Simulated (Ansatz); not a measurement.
# Structural relaxation of a frame of liquid methanol from 298 K (108 atoms), part 3 of 3

How does a frame of liquid methanol from 298 K (108 atoms) relax, and what do bonds, charges and levels look like afterwards?

Ansatz 0.2.0; Kohn-Sham DFT, PBE+D3(BJ), PAW (set soft_2), plane waves.

The cell: 18 C, 18 O and 72 H. The network of contacts between molecules at the start is that of the classical potential that made the cell. Only the Γ point is sampled, in a cell whose shortest periodic width is 11 Å.

So far, density (g/cm³): step 4 (distances and neighbours after relaxation) 0.791.

## (5) Single point at the relaxed geometry

The electronic structure is read at the final geometry, in a run of its own.

Contents of input.yaml:

```yaml
crystal:
  lattice:
    - [10.65831, 0.0, 0.0]
    - [0.0, 10.65831, 0.0]
    - [0.0, 0.0, 10.65831]
  atoms:
    - { symbol: C, position: [0.58468, 0.08079, 0.94824] }
    - { symbol: O, position: [0.45844, 0.09425, 0.9064] }
    - { symbol: H, position: [0.62931, 0.00994, 0.88805] }
    - { symbol: H, position: [0.59027, 0.04814, 0.04629] }
    - { symbol: H, position: [0.63871, 0.16864, 0.93867] }
    - { symbol: H, position: [0.41789, 0.1604, 0.95603] }
    - { symbol: C, position: [0.36077, 0.53732, 0.6283] }
    - { symbol: O, position: [0.27246, 0.43666, 0.62394] }
    - { symbol: H, position: [0.38191, 0.56495, 0.53153] }
    - { symbol: H, position: [0.44875, 0.50888, 0.67444] }
    - { symbol: H, position: [0.32187, 0.6197, 0.67711] }
    - { symbol: H, position: [0.24134, 0.4185, 0.70967] }
    - { symbol: C, position: [0.761, 0.54713, 0.33065] }
    - { symbol: O, position: [0.88521, 0.59644, 0.33085] }
    - { symbol: H, position: [0.74197, 0.51021, 0.23634] }
    - { symbol: H, position: [0.69014, 0.61968, 0.35143] }
    - { symbol: H, position: [0.74974, 0.46974, 0.3987] }
    - { symbol: H, position: [0.90036, 0.6311, 0.41532] }
    - { symbol: C, position: [0.43081, 0.48356, 0.26451] }
    - { symbol: O, position: [0.43533, 0.48712, 0.13009] }
    - { symbol: H, position: [0.46008, 0.57597, 0.29913] }
    - { symbol: H, position: [0.49581, 0.41246, 0.30195] }
    - { symbol: H, position: [0.3357, 0.4629, 0.29926] }
    - { symbol: H, position: [0.39462, 0.41032, 0.09682] }
    - { symbol: C, position: [0.63947, 0.27838, 0.65722] }
    - { symbol: O, position: [0.76312, 0.3245, 0.67515] }
    - { symbol: H, position: [0.57794, 0.29609, 0.73867] }
    - { symbol: H, position: [0.64516, 0.17622, 0.64465] }
    - { symbol: H, position: [0.59415, 0.31885, 0.57311] }
    - { symbol: H, position: [0.75677, 0.41633, 0.68795] }
    - { symbol: C, position: [0.87771, 0.92065, 0.19233] }
    - { symbol: O, position: [0.83695, 0.0038, 0.28968] }
    - { symbol: H, position: [0.97663, 0.94108, 0.17216] }
    - { symbol: H, position: [0.82302, 0.93603, 0.10607] }
    - { symbol: H, position: [0.86932, 0.82139, 0.22033] }
    - { symbol: H, position: [0.74276, 0.00465, 0.28716] }
    - { symbol: C, position: [0.19322, 0.83827, 0.32323] }
    - { symbol: O, position: [0.26366, 0.84675, 0.43704] }
    - { symbol: H, position: [0.23321, 0.7633, 0.26515] }
    - { symbol: H, position: [0.19784, 0.92642, 0.26927] }
    - { symbol: H, position: [0.09415, 0.81624, 0.3425] }
    - { symbol: H, position: [0.24761, 0.93091, 0.47602] }
    - { symbol: C, position: [0.22687, 0.22122, 0.11678] }
    - { symbol: O, position: [0.3128, 0.28106, 0.03159] }
    - { symbol: H, position: [0.19881, 0.12833, 0.08132] }
    - { symbol: H, position: [0.1426, 0.27902, 0.13116] }
    - { symbol: H, position: [0.27382, 0.21009, 0.20749] }
    - { symbol: H, position: [0.262, 0.31443, 0.95998] }
    - { symbol: C, position: [0.05513, 0.3114, 0.81936] }
    - { symbol: O, position: [0.16663, 0.38123, 0.85098] }
    - { symbol: H, position: [0.99362, 0.36518, 0.75663] }
    - { symbol: H, position: [0.00194, 0.28605, 0.90409] }
    - { symbol: H, position: [0.08432, 0.22522, 0.77134] }
    - { symbol: H, position: [0.13999, 0.46391, 0.89174] }
    - { symbol: C, position: [0.04138, 0.67911, 0.62122] }
    - { symbol: O, position: [0.91779, 0.69688, 0.56987] }
    - { symbol: H, position: [0.04273, 0.69853, 0.72266] }
    - { symbol: H, position: [0.11027, 0.73923, 0.5736] }
    - { symbol: H, position: [0.06811, 0.5809, 0.60632] }
    - { symbol: H, position: [0.90245, 0.78949, 0.55635] }
    - { symbol: C, position: [0.52537, 0.10877, 0.32172] }
    - { symbol: O, position: [0.58785, 0.99791, 0.28026] }
    - { symbol: H, position: [0.42489, 0.09114, 0.33793] }
    - { symbol: H, position: [0.53471, 0.18019, 0.24803] }
    - { symbol: H, position: [0.56655, 0.14625, 0.40894] }
    - { symbol: H, position: [0.55823, 0.92538, 0.33337] }
    - { symbol: C, position: [0.73666, 0.63347, 0.82852] }
    - { symbol: O, position: [0.74012, 0.57843, 0.70665] }
    - { symbol: H, position: [0.67461, 0.57626, 0.88753] }
    - { symbol: H, position: [0.69874, 0.72977, 0.82544] }
    - { symbol: H, position: [0.83027, 0.63638, 0.87244] }
    - { symbol: H, position: [0.80317, 0.62468, 0.65536] }
    - { symbol: C, position: [0.32157, 0.08816, 0.64393] }
    - { symbol: O, position: [0.23027, 0.06678, 0.5478] }
    - { symbol: H, position: [0.31775, 0.0102, 0.71081] }
    - { symbol: H, position: [0.30241, 0.17555, 0.69516] }
    - { symbol: H, position: [0.41741, 0.09389, 0.60561] }
    - { symbol: H, position: [0.21538, 0.14767, 0.50217] }
    [... 24 atom lines left out ...]
    - { symbol: C, position: [0.05482, 0.31326, 0.42148] }
    - { symbol: O, position: [0.18624, 0.28839, 0.43916] }
    - { symbol: H, position: [0.03935, 0.40536, 0.3774] }
    - { symbol: H, position: [0.00263, 0.30995, 0.5106] }
    - { symbol: H, position: [0.01717, 0.23994, 0.35974] }
    - { symbol: H, position: [0.21907, 0.34879, 0.50229] }
kpoints:
  mp_grid: { grid: [1, 1, 1] }
hamiltonian:
  xc: pbe
  dispersion: d3bj
scf:
  occupations: { method: fixed }
output:
  forces: true
  stress: true
  populations: intrinsic
  dos:
    method: { smearing: { sigma: 0.08 } }
    de: 0.1
    projected: { site_lists: { C: [C], H: [H], O: [O] } }
  eigenvalues: true
  write_density: true
  write_potential: true
  volumetric_format: npy
  elf: true
```

Started as:

```bash
$ ansatz run input.yaml --threads 4 --pin off --max-ram 8192MiB --backend cpu --events-out ev --progress --plain --runs-dir out
```

Numbers of over 12 decimals in the logs are rounded to 6 here.

The log of the run:

```text
[...]
Crystal: 108 atoms, lattice volume = 1210.779 Å³
Basis set: ecut = 420 eV, 23703 PW (Γ), exchange–correlation on 144×144×144 points (8 copies of the dense FFT grid, shifted against one another)
Bands: 234, of which v1, the nominal top of the filled ones, is band 126 counted from 1 (125 counted from 0)
Symmetry: 1 space group operations
[...]
k-points: 1
[...]
SCF iter   1: F=—  HF=-15884.174503 eV  |F-HF|=—  |Δ(HF+E_count)|=         —  Δρ=3.70e-3  dr2=1.91e-1  ethr=1.77e-3  ⟨swp⟩=5.0  Hψ=804  notcnv=0  defer=106
[...]
SCF iter   9: F=-15884.134495 eV  HF=-15884.134495 eV  |F-HF|=3.56e-8  |Δ(HF+E_count)|=   1.92e-7  Δρ=1.33e-6  dr2=2.57e-8  ethr=3.97e-11  ⟨swp⟩=21.0  Hψ=2307  notcnv=0
SCF 1 converged in 9 iterations: F = -15884.134495 eV  dr2 = 2.57e-8
[...]
WARN: The input density's exchange-correlation potential varies sharply where the density is thin. Do not read a vacuum level from v_tot or v_xc, or from such a field of the output density. On a cell that repeats whose density bears no net charge and no dipole along the vacuum's axis use v_es (v_loc + v_h of the components); [...]
SCF converged after 9 iterations
Free energy (F): -15884.134495 eV
[...]
Internal energy: -15884.134495 eV  (E = F + TS)
E sigma→0 (E₀):  -15884.134495 eV
Fermi energy:    -1.989451 eV
[...]
--- Forces (eV/Å), atoms counted from 1 ---
  atom   1  C     -0.00123646    -0.00267902    -0.00047270
  atom   2  O      0.00374791    -0.00593788     0.00285348
  atom   3  H     -0.00256035     0.00327447     0.00117661
  atom   4  H      0.00057287     0.00102633    -0.00230069
  atom   5  H     -0.00087352    -0.00147322     0.00022610
  atom   6  H     -0.00010810     0.00656664    -0.00707444
  atom   7  C     -0.00246838    -0.00612991     0.00667983
  atom   8  O      0.01261640     0.00796307    -0.02552799
  atom   9  H     -0.00649095    -0.00539478     0.00110134
  atom  10  H      0.00429120     0.00411370     0.00063478
  atom  11  H      0.00025200     0.00135582     0.00050651
  atom  12  H     -0.01078886     0.00464792     0.01502146
  atom  13  C      0.00224344     0.00137688    -0.00024862
  atom  14  O     -0.00145881    -0.00391112    -0.01115669
[...]
atom 107  H      0.00175941     0.00375189     0.00390614
  atom 108  H      0.00011761    -0.00057864    -0.00032279
  max |Σ_I F_I| component: 1.49e-4 eV/Å
--- Stress (GPa, compression-positive) ---
       -0.225904      -0.015158       0.010777
       -0.015158      -0.281708      -0.028910
        0.010777      -0.028910      -0.272491
  P = ⅓ Tr σ = -0.2600 GPa (-2.600 kbar)
--- Band table (eV) ---
[...]
--- intrinsic populations: 108 sites ---
  site symbol       q [e]
     0      C      4.3052
     1      O      6.6166
     2      H      0.8234
[...]
107      H      0.6263
  spilling = 0.000000 (of n_electrons = 252.000000)
```

It took 13 s on 4 threads of Intel Xeon Platinum 8488C (Sapphire Rapids), shared host; peak memory 1.2 GiB; 42 s of CPU time.

The program notes that the exchange-correlation potential is rough where the density is thin.

Numbers from this run:

```
free energy                                      : -15884.1345 eV
free energy per atom                             : -147.0753 eV/atom
SCF cycles                                       : 9
pressure                                         : -0.26 GPa
r.m.s. force component                           : 0.00401 eV/Å
longest force                                    : 0.02957 eV/Å
Fermi energy                                     : -1.989 eV
gap (highest filled to lowest empty level) : 4.533 eV
```

Intrinsic-atomic-orbital charges by element:

| element | coordination | atoms | mean charge (e) | spread | least | most |
| --- | --- | --- | --- | --- | --- | --- |
| C | all | 18 | -0.307 | 0.0081 | -0.321 | -0.287 |
| H | all | 72 | 0.221 | 0.0863 | 0.141 | 0.374 |
| O | all | 18 | -0.576 | 0.0211 | -0.624 | -0.546 |

States in the cell by windows of 1 eV, zero at the Fermi level; the larger projections on atomic orbitals stand beside the total:

| from (eV) | to (eV) | total | O p | C p | H s |
| --- | --- | --- | --- | --- | --- |
| -10 | -8 | 0.0 | 0.0 | 0.0 | 0.0 |
| -8 | -7 | 12.5 | 6.2 | 2.7 | 2.8 |
| -7 | -6 | 23.5 | 10.7 | 6.5 | 5.1 |
| -6 | -5 | 17.0 | 4.3 | 8.2 | 4.1 |
| -5 | -4 | 54.9 | 16.0 | 25.3 | 12.2 |
| -4 | -3 | 7.4 | 2.1 | 2.5 | 2.4 |
| -3 | -2 | 18.0 | 8.0 | 4.2 | 4.5 |
| -2 | -1 | 17.0 | 11.0 | 2.1 | 3.0 |
| -1 | 0 | 28.0 | 21.7 | 2.0 | 3.9 |
| 0 | 1 | 1.6 | 1.3 | 0.1 | 0.2 |
| 1 | 4 | 0.0 | 0.0 | 0.0 | 0.0 |
| 4 | 5 | 2.0 | 0.0 | 0.2 | 0.9 |

The curve was stored every 0.100 eV, coarse against its broadening of 0.08 eV, so these counts are rough.

With fixed occupations the program's Fermi level is the highest filled level; weight inside the gap is the broadening of levels at its edges.

Between -21 and -10 eV lie 72 more states.

The levels nearest the highest filled one (over half full), pooled over k-points and spins:

| level less the highest filled one (eV) | occupation |
| --- | --- |
| -0.564 | 2 |
| -0.526 | 2 |
| -0.411 | 2 |
| -0.198 | 2 |
| -0.0421 | 2 |
| 0 | 2 |
| 4.53 | 0 |
| 5.15 | 0 |
| 5.32 | 0 |
| 5.34 | 0 |
| 5.47 | 0 |
| 5.67 | 0 |

Valence density in the ac plane at fractional y = 0.296, with atoms of C and H and O within 0.2 Å of it. It is the smooth field of the valence electrons, not physical close to the nuclei.

Ten steps, logarithmic in the rise over the least value, from '0' (0.0 e/Å³) to '9' (6.2 e/Å³), each cell a mean:
```
221011357764200000000000000012
653222244421000000000000000024
765433322100000000000000000135
676544321000000000000000000124
677643210000000122211111100024
566531100000000246542344310023
333210000000000257765677631012
111000000000000146777799742000
000000000000000135776678631000
110000110000000136765444321001
432112221000000135543111100013
654346642000000012221000000125
676679973100000000000000000125
677789974100000000000000000024
676668753100000000000000000024
554333321000000000000000000013
222111100000000000000000000001
000000010000000000000000000000
000111121100000000000000000000
001244332210000000000000000000
002466544321000000000000000000
001355456664200000000000000000
000123358996310000000000000000
000011368996310000000000000000
```
Columns run along a (10.7 Å), rows up along c (10.7 Å). Atoms in or near the plane, at fractional coordinates: C at (0.64, 0.66), H at (0.58, 0.74), O at (0.31, 0.03), H at (0.14, 0.13), H at (0.26, 0.96), C at (0.06, 0.82), H at (0.00, 0.90), C at (0.05, 0.42), O at (0.19, 0.44), H at (0.00, 0.51).

Electrostatic potential energy in the ac plane at fractional y = 0.296, with atoms of C and H and O within 0.2 Å of it. With pseudopotentials it is smooth inside the atoms' cores, unlike the true potential.

Ten even steps from '0' (-42 eV) to '9' (5 eV), each cell a mean:
```
899999831469999999999999999999
379999865899999999999999999996
146889999999999999999999999995
300489999999999999999999999998
300389999999999998999999999998
745799999999999973589999999998
999999999999999962357754799999
999999999999999986101300499999
999999999999999996101533799999
999999999999999986357899999999
789999999999999986589999999998
068987789999999999999999999995
423630059999999999999999999998
200210049999999999999999999998
411564589999999999999999999998
877899999999999999999999999999
999999999999999999999999999999
999999999999999999999999999999
999999999999999999999999999999
999888899999999999999999999999
999615788999999999999999999999
999867877579999999999999999999
999999872017999999999999999999
999999871006999999999999999999
```
Columns run along a (10.7 Å; values clipped at the 3rd and 97th percentile), rows up along c (10.7 Å). Atoms in or near the plane, at fractional coordinates: C at (0.64, 0.66), H at (0.58, 0.74), O at (0.31, 0.03), H at (0.14, 0.13), H at (0.26, 0.96), C at (0.06, 0.82), H at (0.00, 0.90), C at (0.05, 0.42), O at (0.19, 0.44), H at (0.00, 0.51).

Mean intrinsic-atomic-orbital charges: C -0.31, H +0.22, O -0.58 e. The largest share in the top eV of filled states is O p (79 % of the projected weight), and in the lowest eV of empty states H s (53 % of the projected weight).

Local excerpt of 8 atoms (numbers count through the whole input) about H3, picked at random; x, y, z are measured from there.

| atom | x | y | z | distance (Å) | bonds | intrinsic-atomic-orbital charge (e) |
| --- | --- | --- | --- | --- | --- | --- |
| H3 | 0.00 | 0.00 | 0.00 | 0.00 | 1 | 0.18 |
| C1 | -0.48 | 0.76 | 0.64 | 1.10 | 4 | -0.31 |
| H5 | 0.10 | 1.69 | 0.54 | 1.78 | 1 | 0.16 |
| H4 | -0.42 | 0.41 | 1.69 | 1.78 | 1 | 0.16 |
| O2 | -1.82 | 0.90 | 0.20 | 2.04 | 2 | -0.62 |
| H6 | -2.25 | 1.60 | 0.72 | 2.86 | 1 | 0.37 |
| H28 | 0.17 | 1.77 | -2.59 | 3.15 | 1 | 0.17 |
| H70 | 0.74 | -2.99 | -0.67 | 3.15 | 1 | 0.16 |

The column of bonds counts only the pairs H-C within 1.34 Å, H-O within 1.21 Å, C-O within 1.73 Å; other neighbours, such as metal atoms beside each other in a compound, aren't counted, and periodic images can show an atom twice.

## (6) What came out

| Property | Result |
| --- | --- |
| energy change in the relaxation | -52.91 meV/atom |
| r.m.s. displacement | 1.097 Å |
| largest displacement | 2.773 Å |
| free energy per atom | -147.0753 eV/atom |
| pressure | -0.26 GPa |
| r.m.s. force component | 0.00401 eV/Å |
| gap (highest filled to lowest empty level) | 4.533 eV |
| wall time of the 3 DFT runs | 5.2 min |

**Reading.** Relaxation lowers the energy by 52.9 meV/atom and moves atoms by 1.1 Å r.m.s.; the r.m.s. force component goes from 0.80 to 0.0040 eV/Å, the pressure goes from 2.2 to -0.26 GPa, and the gap from 4.03 to 4.53 eV. By the final cutoffs no bond was broken or made. From the first step to the last the energy fell by 5.715 eV, and the largest move was 2.77 Å (H22). The C-O bonds change most in mean length: from 1.410 Å (spread 0.023) to 1.432 Å (spread 0.006). By these cutoffs all C atoms have 4, all H atoms have 1 and all O atoms have 2 bonded neighbours. Between filled and empty levels lie 4.53 eV (at Γ alone); a semilocal functional tends to put such gaps too low. In a disordered cell it changes from sample to sample and from frame to frame.

What to keep in mind: The network of contacts between molecules at the start is that of the classical potential that made the cell; in DFT atoms moved by 1.1 Å r.m.s.

[Logs are printed without paths, hosts, clocks, repeated set-up lines and the standing remarks that a program may print on its own settings, such as how far it seeks lower states.]

[Hosts, paths, dates, database ids (printed as entryN), source tags and the programs' standing remarks are cut or masked in the printed files.]
